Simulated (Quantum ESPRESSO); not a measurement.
**BP (F-43m): how pressure shifts the optical phonon**

Wanted: a fit of frequency against volume for BP (F-43m), tested on a run that is left out of it.

Main program and level: Quantum ESPRESSO 7.5; DFT LDA, scalar-relativistic, plane waves, JTH PAW pseudopotentials.

**1. The relaxed structure**

It takes space group F-43m (No. 216, cubic). Conventional cell: a = 4.490 Å, b = 4.490 Å, c = 4.490 Å, α = 90.00°, β = 90.00°, γ = 90.00°. Nearest to B lie 4 P at 1.94 Å. Nearest to P lie 4 B at 1.94 Å. Farther neighbours are not listed.

As a file:

```
CELL_PARAMETERS angstrom
-2.24480 0.00000 2.24480
0.00000 2.24480 2.24480
-2.24480 2.24480 0.00000
ATOMIC_POSITIONS crystal
B 0.00000 0.00000 0.00000
P 0.25000 0.25000 0.25000
```

This is the cell after its relaxation at this level of theory, not the database cell from which that began.

**2. Runs at several volumes**

The relaxed cell is scaled uniformly; in this structure symmetry fixes all atoms, so nothing has to be relaxed anew. Each volume gets a ground state and a response at Γ. The mode followed is the highest one without the macroscopic field, of symmetry T2; longitudinal polar modes lie higher. Cutoff 50 Ry, k mesh 12×12×12.

From the response at V/V₀ = 0.94:

The log of the run:

```text
[banners, grids, parts of the stress and lines that vanish by symmetry left out]
Program PHONON v.7.5
     Reading xml data from directory:

[...]
Exchange-correlation= PW
                           (   1   4   0   0   0   0   0)
[...]
kinetic-energy cut-off    =      50.0000  Ry
     charge density cut-off    =     400.0000  Ry
     convergence threshold     =      1.0E-18
[...]
Exchange-correlation= PW
                           (   1   4   0   0   0   0   0)
[...]
q = (   0.0000000   0.0000000   0.0000000 )
     25 Sym.Ops. (with q -> -q+G )
     G cutoff =  699.8413  (  19579 G-vectors)     FFT grid: ( 40, 40, 40)
     G cutoff =  349.9206  (   6855 G-vectors)  smooth grid: ( 27, 27, 27)
     number of k points=    72
[...]
Mode symmetry, T_d (-43m)  point group:
[...]
Dielectric constant
[...]
End of electric fields calculation
          Dielectric constant in cartesian axis
          (       9.202148493      -0.000000000      -0.000000000 )
          (      -0.000000000       9.202148493       0.000000000 )
          (      -0.000000000       0.000000000       9.202148493 )
          Effective charges (d Force / dE) in cartesian axis without acoustic sum rule applied (asr)
           atom    1  B     Mean Z*:       -0.83628
      Ex  (       -0.83628        0.00000       -0.00000 )
      Ey  (        0.00000       -0.83628        0.00000 )
      Ez  (       -0.00000        0.00000       -0.83628 )
           atom    2  P     Mean Z*:        0.83227
      Ex  (        0.83227       -0.00000        0.00000 )
      Ey  (       -0.00000        0.83227        0.00000 )
      Ez  (        0.00000        0.00000        0.83227 )
          Effective charges Sum: Mean:       -0.00401
[...]
Effective charges (d Force / dE) in cartesian axis with asr applied:
           atom    1  B     Mean Z*:       -0.83427
[...]
atom    2  P     Mean Z*:        0.83427
[...]
Representation #   1 modes #   1   2   3
[...]
End of self-consistent calculation
     Convergence has been achieved
     Representation #   2 modes #   4   5   6
[...]
End of self-consistent calculation
     Convergence has been achieved
[...]
Dielectric constant in cartesian axis
          (       9.202148493      -0.000000000      -0.000000000 )
          (      -0.000000000       9.202148493       0.000000000 )
          (      -0.000000000       0.000000000       9.202148493 )
          Effective charges (d Force / dE) in cartesian axis without acoustic sum rule applied (asr)
           atom    1  B     Mean Z*:       -0.83628
      Ex  (       -0.83628        0.00000       -0.00000 )
      Ey  (        0.00000       -0.83628        0.00000 )
      Ez  (       -0.00000        0.00000       -0.83628 )
           atom    2  P     Mean Z*:        0.83227
      Ex  (        0.83227       -0.00000        0.00000 )
      Ey  (       -0.00000        0.83227        0.00000 )
      Ez  (        0.00000        0.00000        0.83227 )
          Effective charges Sum: Mean:       -0.00401
[...]
Effective charges (d Force / dE) in cartesian axis with asr applied:
           atom    1  B     Mean Z*:       -0.83427
[...]
atom    2  P     Mean Z*:        0.83427
[...]
q = (    0.000000000   0.000000000   0.000000000 )
[...]
freq (    1) =      -0.011307 [THz] =      -0.377164 [cm-1]
     freq (    2) =      -0.011307 [THz] =      -0.377164 [cm-1]
     freq (    3) =      -0.011307 [THz] =      -0.377164 [cm-1]
     freq (    4) =      26.197538 [THz] =     873.855805 [cm-1]
     freq (    5) =      26.197538 [THz] =     873.855805 [cm-1]
     freq (    6) =      26.197538 [THz] =     873.855805 [cm-1]
[...]
Mode symmetry, T_d (-43m)  point group:
     freq (   1-   3) =         -0.4  [cm-1]   --> T_2  G_15 P_4   I+R
     freq (   4-   6) =        873.9  [cm-1]   --> T_2  G_15 P_4   I+R

   JOB DONE.
```

One volume, V/V₀ = 0.97, is held back as a test.

```csv
V/V₀,volume (Å³/atom),pressure (GPa),ω (cm⁻¹)
0.94,10.633,12.19,873.86
0.97,10.973,5.64,held back
1,11.312,-0.03,821.37
1.03,11.651,-4.95,797.11
1.06,11.991,-9.22,774.06
```

**3. The fit**

The mode Grüneisen parameter is γ = −d ln ω / d ln V.

```csv
ln(V/V₀),ln ω
-0.0619,6.7729
0.0000,6.7110
0.0296,6.6810
0.0583,6.6516
```

A straight line through these points has the slope -1.009, so γ = 1.01; at V/V₀ = 0.97 it predicts ω = exp(6.7107 + 0.0307) = 846.75 cm⁻¹.

A parabola of pressure against ln V through V/V₀ = 0.97, 1 and 1.03 gives the bulk modulus B = −dP/d ln V = 176 GPa at V₀. With ω₀ from the fitted line the pressure coefficient follows as dω/dP = γ ω₀ / B = 1.01 × 821.1 / 176 = 4.70 cm⁻¹/GPa.

**4. The run that was held back**

The log of the run:

```text
[banners, grids, parts of the stress and lines that vanish by symmetry left out]
[banner, memory and clock lines left out]
Program PHONON v.7.5

[...]
Exchange-correlation= PW
                           (   1   4   0   0   0   0   0)
[...]
kinetic-energy cut-off    =      50.0000  Ry
     charge density cut-off    =     400.0000  Ry
     convergence threshold     =      1.0E-18
[...]
Exchange-correlation= PW
                           (   1   4   0   0   0   0   0)
[...]
q = (   0.0000000   0.0000000   0.0000000 )
     25 Sym.Ops. (with q -> -q+G )
     G cutoff =  714.6534  (  19891 G-vectors)     FFT grid: ( 40, 40, 40)
     G cutoff =  357.3267  (   7119 G-vectors)  smooth grid: ( 27, 27, 27)
     number of k points=    72
[...]
Mode symmetry, T_d (-43m)  point group:
[...]
Dielectric constant
[...]
End of electric fields calculation
          Dielectric constant in cartesian axis
          (       9.205557318       0.000000000      -0.000000000 )
          (       0.000000000       9.205557318       0.000000000 )
          (      -0.000000000      -0.000000000       9.205557318 )
          Effective charges (d Force / dE) in cartesian axis without acoustic sum rule applied (asr)
           atom    1  B     Mean Z*:       -0.73272
      Ex  (       -0.73272        0.00000       -0.00000 )
      Ey  (       -0.00000       -0.73272       -0.00000 )
      Ez  (        0.00000       -0.00000       -0.73272 )
           atom    2  P     Mean Z*:        0.72885
      Ex  (        0.72885        0.00000        0.00000 )
[...]
Representation #   1 modes #   1   2   3
[...]
End of self-consistent calculation
     Convergence has been achieved
     Representation #   2 modes #   4   5   6
[...]
End of self-consistent calculation
     Convergence has been achieved
[...]
Dielectric constant in cartesian axis
          (       9.205557318       0.000000000      -0.000000000 )
          (       0.000000000       9.205557318       0.000000000 )
          (      -0.000000000      -0.000000000       9.205557318 )
          Effective charges (d Force / dE) in cartesian axis without acoustic sum rule applied (asr)
           atom    1  B     Mean Z*:       -0.73272
      Ex  (       -0.73272        0.00000       -0.00000 )
      Ey  (       -0.00000       -0.73272       -0.00000 )
      Ez  (        0.00000       -0.00000       -0.73272 )
           atom    2  P     Mean Z*:        0.72885
      Ex  (        0.72885        0.00000        0.00000 )
      Ey  (        0.00000        0.72885       -0.00000 )
      Ez  (        0.00000        0.00000        0.72885 )
          Effective charges Sum: Mean:       -0.00388
[...]
Effective charges (d Force / dE) in cartesian axis with asr applied:
           atom    1  B     Mean Z*:       -0.73079
[...]
atom    2  P     Mean Z*:        0.73079
[...]
q = (    0.000000000   0.000000000   0.000000000 )
[...]
freq (    1) =      -0.009346 [THz] =      -0.311737 [cm-1]
     freq (    2) =      -0.009346 [THz] =      -0.311737 [cm-1]
     freq (    3) =      -0.009346 [THz] =      -0.311737 [cm-1]
     freq (    4) =      25.389818 [THz] =     846.913165 [cm-1]
     freq (    5) =      25.389818 [THz] =     846.913165 [cm-1]
     freq (    6) =      25.389818 [THz] =     846.913165 [cm-1]
[...]
Mode symmetry, T_d (-43m)  point group:
     freq (   1-   3) =         -0.3  [cm-1]   --> T_2  G_15 P_4   I+R
     freq (   4-   6) =        846.9  [cm-1]   --> T_2  G_15 P_4   I+R
```

It gives 846.91 cm⁻¹ against the predicted 846.75 cm⁻¹, a miss of 0.2 cm⁻¹.

**5. Summary of results**

| Property | Result |
| --- | --- |
| mode Grüneisen parameter | 1.009 |
| bulk modulus | 176 GPa |
| pressure coefficient | 4.70 cm⁻¹/GPa |

What this shows: The highest optical mode of BP (F-43m) without the LO-TO term stiffens by 4.70 cm⁻¹ a GPa near the relaxed volume, with γ = 1.01. The power law meets all 5 runs within 0.03 %; between neighbouring volumes γ runs from 1.00 to 1.02. Such a coefficient turns a measured shift of this mode into a hydrostatic stress; uniaxial or biaxial stress splits the mode and needs deformation potentials. These are harmonic values at zero temperature for the structure held cubic, which a run at Γ can't show to be stable; the bulk modulus rests on three points.

[Host names and launcher messages were left out of these logs when they were recorded.]

[Logs are printed without paths, hosts, clocks, repeated set-up lines and the standing remarks that a program may print on its own settings, such as how far it seeks lower states.]

[Hosts, paths, dates, database ids (printed as entryN), source tags and the programs' standing remarks are cut or masked in the printed files.]
